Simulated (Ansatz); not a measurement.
# Bi4Mo3, from a guessed structure to a relaxed one, part 2 of 2

This structure for Bi4Mo3 is made up. Its elements were placed in a known structure type with a cell scaled to their sizes. What cell does the guess relax to, and how far off was it?

Ansatz 0.2.0; DFT, r2SCAN, plane-wave PAW, files of the set soft_1, scalar-relativistic, no spin, cell and ions relaxed at zero pressure; PAW set soft_1 (the session's first sound run).

So far: Set-up; Relaxing cell and atoms. The relaxed cell has a = 3.356, c = 50.680 Å (conventional setting).

### 3. Electronic structure of the relaxed cell

A second self-consistent run takes a narrower smearing and the mesh shown in its input; the bands follow along the standard path of the relaxed lattice.

This step: DFT, r2SCAN, plane-wave PAW, files of the set soft_1, scalar-relativistic, no spin, bands and density of states at the relaxed cell; PAW set soft_1 (Ansatz 0.2.0).

Input file input.yaml:

```yaml
crystal:
  lattice:
    - [1.6780193395, 0.9688049171, 16.8932263804]
    - [-1.6780193395, 0.9688049171, 16.8932263804]
    - [0.0, -1.9376098349, 16.8932263804]
  atoms:
    - { symbol: Bi, position: [0.8734634263, 0.8734634263, 0.8734634263] }
    - { symbol: Bi, position: [0.1265365737, 0.1265365737, 0.1265365737] }
    - { symbol: Bi, position: [0.2907662818, 0.2907662818, 0.2907662818] }
    - { symbol: Bi, position: [0.7092337182, 0.7092337182, 0.7092337182] }
    - { symbol: Mo, position: [0.5817118187, 0.5817118187, 0.5817118187] }
    - { symbol: Mo, position: [0.4182881813, 0.4182881813, 0.4182881813] }
    - { symbol: Mo, position: [0.0, 0.0, 0.0] }
kpoints:
  mp_grid: { grid: [10, 10, 10] }
  band_path:
    path:
      - [[0.0, 0.0, 0.0], [0.5, 0.0, 0.0], [0.5, 0.16885925, -0.16885925]]
      - [[0.83114075, 0.5, 0.16885925], [0.5, 0.5, 0.5], [0.0, 0.0, 0.0], [0.33442963, 0.0, -0.33442963]]
      - [[0.66557037, 0.33442963, 0.0], [0.5, 0.5, 0.0], [0.66557037, 0.66557037, 0.16885925], [0.5, 0.5, 0.5]]
      - [[0.5, 0.0, 0.0], [0.83114075, 0.33442963, 0.33442963]]
    npoints: 8
scf:
  occupations: { method: fermi_dirac, width: 0.03 }
  n_extra_bands: 11
hamiltonian:
  xc: r2scan
  pseudopotentials: { kind: paw, azcp: { folder: soft_1 } }
output:
  forces: true
  stress: true
  write_bands: true
  dos: { projected: true }
  write_density: true
  write_potential: true
  elf: true
  volumetric_format: npy
```

Command:

```bash
$ ansatz run input.yaml --threads 4 --pin off --max-ram 10240MiB --backend cpu --events-out ev --progress --plain --runs-dir out
```

Numbers of over 12 decimals in the logs are rounded to 6 here.

Output:

```text
[...]
Crystal: 7 atoms, lattice volume = 164.777 Å³
Basis set: ecut = 500 eV, 4159 PW (Γ), FFT grids on a1−a2, a2, −a2+a3, exchange–correlation on 100×500×100 points (64 copies of the dense FFT grid, shifted against one another)
Bands: 62, of which v1, the nominal top of the filled ones, is band 51 counted from 1 (50 counted from 0)
Symmetry: 12 space group operations
[...]
k-points: 116 of 1000
[...]
SCF iter   1: F=—  HF=-64553.422329 eV  |F-HF|=—  |Δ(HF+E_count)|=         —  Δρ=6.75e-2  dr2=3.50e1  dr2_τ=5.79e-1  ethr=3.10e-3  ⟨swp⟩=6.0  Hψ=26375  notcnv=0
[...]
SCF iter  10: F=-64551.074438 eV  HF=-64551.074438 eV  |F-HF|=1.30e-8  |Δ(HF+E_count)|=   1.27e-7  Δρ=2.88e-6  dr2=8.59e-9  dr2_τ=1.22e-9  ethr=9.80e-11  ⟨swp⟩=16.2  Hψ=52043  notcnv=0
SCF 1 converged in 10 iterations: F = -64551.074438 eV  dr2 = 8.59e-9
[...]
NSCF: frozen V_eff on 76 k-points
SCF converged after 10 iterations
Free energy (F): -64551.074438 eV
[...]
Internal energy: -64551.057581 eV  (E = F + TS)
E sigma→0 (E₀):  -64551.066010 eV
Entropy (-TS):   -0.016857 eV (-2.408 meV/atom)
Fermi energy:    14.777491 eV
[...]
--- Forces (eV/Å), atoms counted from 1 ---
  atom   1  Bi     0.00000000    -0.00000000     0.01332961
  atom   2  Bi     0.00000000     0.00000000    -0.01332961
  atom   3  Bi     0.00000000     0.00000000    -0.01983786
  atom   4  Bi     0.00000000    -0.00000000     0.01983786
  atom   5  Mo     0.00000000    -0.00000000     0.01955222
  atom   6  Mo     0.00000000     0.00000000    -0.01955222
  atom   7  Mo     0.00000000     0.00000000     0.00000000
  max |Σ_I F_I| component: 2.31e-18 eV/Å
--- Stress (GPa, compression-positive) ---
        0.047916       0.000000       0.000000
        0.000000       0.047916       0.000000
        0.000000       0.000000      -0.383137
  P = ⅓ Tr σ = -0.0958 GPa (-0.958 kbar)
--- Band table (eV; the first three rows and the last of 116) ---
  k-point 0: bands = [... 47 lower, 14.0430, 14.0430, 14.9262, 14.9262, 14.9896, 14.9896, 15.0986, 15.0986, ... 7 higher]
  k-point 1: bands = [... 47 lower, 13.9494, 14.2046, 14.7516, 14.7779, 14.9022, 14.9841, 15.0590, 15.2725, ... 7 higher]
  k-point 2: bands = [... 47 lower, 14.1437, 14.2568, 14.5731, 14.6691, 14.8012, 14.8733, 15.0013, 15.0766, ... 7 higher]
  k-point 115: bands = [... 47 lower, 14.0435, 14.0435, 14.9263, 14.9263, 14.9892, 14.9892, 15.0990, 15.0990, ... 7 higher]
```

Elapsed: 63 s, on 4 threads of Arm Neoverse V2, shared host; peak memory 1.5 GiB; 4.1 min of CPU time.

This step gave:

```
free energy             : -64551.0744 eV
energy at zero smearing : -64551.0660 eV
smearing term TS        : 0.01686 eV
Fermi energy            : 14.78 eV
pressure                : -0.09577 GPa
```

bands.tsv at the labelled points (eV, zero at the Fermi level; the bands that come nearest the Fermi level along the path):

| point | band 48 | band 49 | band 50 | band 51 | band 52 | band 53 | band 54 | band 55 |
| --- | --- | --- | --- | --- | --- | --- | --- | --- |
| Γ | -0.73 | -0.73 | 0.15 | 0.15 | 0.21 | 0.21 | 0.32 | 0.32 |
| L | -1.18 | -1.08 | -0.41 | -0.11 | 0.96 | 1.72 | 1.75 | 1.76 |
| B1 | -1.97 | -0.82 | -0.52 | -0.47 | 0.16 | 0.22 | 0.26 | 1.16 |
| B | -1.97 | -0.82 | -0.52 | -0.47 | 0.16 | 0.22 | 0.26 | 1.16 |
| Z | -0.73 | -0.73 | 0.15 | 0.15 | 0.21 | 0.21 | 0.32 | 0.32 |
| Γ | -0.73 | -0.73 | 0.15 | 0.15 | 0.21 | 0.21 | 0.32 | 0.32 |
| X | -1.97 | -0.82 | -0.52 | -0.47 | 0.17 | 0.21 | 0.27 | 1.15 |
| Q | -1.97 | -0.82 | -0.52 | -0.47 | 0.17 | 0.21 | 0.27 | 1.15 |
| F | -1.19 | -1.15 | -0.40 | -0.16 | 1.12 | 1.72 | 1.72 | 1.75 |
| P1 | -1.19 | -1.13 | -0.40 | -0.15 | 1.07 | 1.72 | 1.72 | 1.75 |
| Z | -0.73 | -0.73 | 0.15 | 0.15 | 0.21 | 0.21 | 0.32 | 0.32 |
| L | -1.18 | -1.08 | -0.41 | -0.11 | 0.96 | 1.72 | 1.75 | 1.76 |
| P | -1.19 | -1.13 | -0.40 | -0.15 | 1.07 | 1.72 | 1.72 | 1.75 |

Counts of states for the cell as run, both spins, by energy window (eV from the Fermi level):

| from | to | total |
| --- | --- | --- |
| -8 | -7 | 0.00 |
| -7 | -6 | 0.36 |
| -6 | -5 | 2.06 |
| -5 | -4 | 4.10 |
| -4 | -3 | 4.36 |
| -3 | -2 | 5.41 |
| -2 | -1 | 7.50 |
| -1 | 0 | 6.18 |
| 0 | 1 | 6.37 |
| 1 | 2 | 4.90 |
| 2 | 3 | 4.97 |

Below -8 eV lie 72.0 more states.

Electrostatic potential energy in the ac plane of the cell as run, not the conventional one, at fractional y = 0.000, with atoms of Mo within 0.2 Å of it. With pseudopotentials it is smooth inside the atoms' cores, unlike the true potential.

Ten even steps from '0' (-40 eV) to '9' (18 eV), each cell a mean:
```
00048999999999975346899999741247999999999972
62001589999999999865689999985201479999999999
98620026899999999998777899999741014899999999
99986200489888999999988889999997300158999999
99999863136888888999999988999999962002689999
99999998643588877789999999999999998520036999
99999988887667888667899899999999999985101479
89999998888887889875578888999999999999852125
47999999877789888998645788889999999999998522
33589999998767899999975457888899999999999986
86557999999875578999998754578889999988999999
99877789999998645789999986446889999998889999
99999888999988875457899999865568999999876789
89999998899998888754579999998756789999987556
36899999999999988886446899999987678999999753
31258999999999999888865568998888877899999986
85102589999999999998898756789877888888999999
99730025899999999999999987678887567888899999
99986200268999999999999999877888743478999999
99999851003699999998899999998888985203689999
99999998410037999999888899999998899730026899
99999999974101589999987678999999999986100268
79999999999741136999999755689999999999841002
03799999999997422479999985335899999999997300
```
Columns run along a (17.0 Å; values clipped at the 3rd and 97th percentile), rows up along c (17.0 Å). Atoms in or near the plane, at fractional coordinates: Mo at (0.00, 0.00).

Valence density in the ac plane of the cell as run, not the conventional one, at fractional y = 0.000, with atoms of Mo within 0.2 Å of it. It is the smooth field of the valence electrons, not physical close to the nuclei.

Ten steps, logarithmic in the rise over the least value, from '0' (0.0 e/Å³) to '9' (6.7 e/Å³), each cell a mean:
```
99974222111222345665310012467764322111112358
68998632222222223455532100135788643221111123
23689985322222222233443210002468986432211112
12236898643333222222233332100025799864222111
11222357875333333222222232210001358998532221
21122233566543344433222222221100013689975322
22222233334554334444333322222110000136898643
32222223333334433345543333222221100001468875
64322222334433333233555433332222221000023677
66533222233444332222345654333322222211000235
35554322222345543222223456543332222232210002
01344432222234555432222234565433322233332100
00012333222233345654322222345543322223344431
31000122222222333456543222223455432222234555
65310001122222233335665432222334443222223457
78763100001222222333345543333333344332222235
46888631000011222223333455433344333333222223
23478986310001122222233334443334554333322222
22235899853100012222222223344333467653322211
11222368997520000123322222223333335787532221
11112224689874200012333322222223333478985322
21111122346898631000234443322222222235899853
53211111223468875310012455543222222222479998
97522111122234677642000135665432221112224799
```
Columns run along a (17.0 Å), rows up along c (17.0 Å). Atoms in or near the plane, at fractional coordinates: Mo at (0.00, 0.00).

ELF in the ac plane of the cell as run, not the conventional one, at fractional y = 0.000, with atoms of Mo within 0.2 Å of it. It is the smooth field of the valence electrons, not physical close to the nuclei.

Values, 13 rows by 16 columns, each cell a mean:
```
0.56 0.49 0.26 0.23 0.33 0.39 0.39 0.48 0.24 0.44 0.38 0.35 0.38 0.24 0.16 0.34
0.29 0.55 0.54 0.32 0.31 0.31 0.35 0.38 0.41 0.20 0.41 0.35 0.28 0.38 0.27 0.16
0.21 0.29 0.44 0.48 0.33 0.36 0.32 0.26 0.32 0.30 0.13 0.34 0.39 0.24 0.38 0.32
0.35 0.29 0.34 0.33 0.30 0.31 0.39 0.35 0.21 0.25 0.22 0.10 0.25 0.45 0.27 0.38
0.39 0.35 0.32 0.37 0.33 0.22 0.30 0.39 0.37 0.21 0.21 0.23 0.17 0.19 0.47 0.37
0.46 0.39 0.32 0.30 0.39 0.37 0.29 0.34 0.38 0.38 0.25 0.21 0.30 0.33 0.23 0.39
0.28 0.44 0.37 0.27 0.25 0.38 0.38 0.37 0.36 0.38 0.39 0.30 0.24 0.36 0.43 0.36
0.46 0.23 0.30 0.30 0.24 0.21 0.36 0.38 0.36 0.27 0.35 0.39 0.33 0.29 0.39 0.42
0.34 0.46 0.28 0.14 0.20 0.23 0.19 0.33 0.39 0.35 0.21 0.29 0.37 0.33 0.33 0.40
0.39 0.28 0.37 0.38 0.10 0.19 0.26 0.22 0.30 0.39 0.35 0.29 0.35 0.33 0.29 0.32
0.27 0.38 0.28 0.30 0.44 0.14 0.28 0.34 0.29 0.29 0.36 0.34 0.42 0.52 0.32 0.22
0.17 0.21 0.36 0.33 0.28 0.47 0.20 0.40 0.39 0.37 0.32 0.30 0.30 0.44 0.61 0.36
0.42 0.19 0.19 0.35 0.38 0.34 0.49 0.24 0.45 0.41 0.39 0.36 0.25 0.22 0.40 0.57
```
Columns run along a (17.0 Å), rows up along c (17.0 Å). Atoms in or near the plane, at fractional coordinates: Mo at (0.00, 0.00).

### 4. Summary of results

```json
{
 "space group, relaxed": "R-3m",
 "conventional cell": "a = 3.356, b = 3.356, c = 50.680 Å; α = 90.0°, β = 90.0°, γ = 120.0°",
 "volume per atom": "23.54 Å³ (guess 25.88)"
}
```

What this shows: Bi4Mo3 relaxes to R-3m with a = 3.356, b = 3.356 and c = 50.680 Å. The guessed volume was 10 % too large. The space group R-3m was held in the relaxation, so the end point is a stationary structure within it and may be a saddle against distortions or other arrangements. Bands cross the Fermi level, so it is a metal or semimetal at this level. On the 10×10×10 mesh with the narrower smearing (relaxed on 8×8×8) the largest force component is 0.020 eV/Å and the largest stress component is 0.383 GPa, against the relaxation's thresholds of 0.015 eV/Å and 0.05 GPa. The cutoff wasn't tested. A vector of the cell changed its length by 32 %, so the starting arrangement is largely lost and the mesh was laid for another shape. Spin-orbit coupling is left out, which can matter for elements this heavy. No dispersion term is used, so weakly bound directions may come out too long. The runs have no spin, and magnetism wasn't tested. Nothing here tests whether the compound is stable against decomposition.

[Logs are printed without paths, hosts, clocks, repeated set-up lines and the standing remarks that a program may print on its own settings, such as how far it seeks lower states.]

[Hosts, paths, dates, database ids (printed as entryN), source tags and the programs' standing remarks are cut or masked in the printed files.]
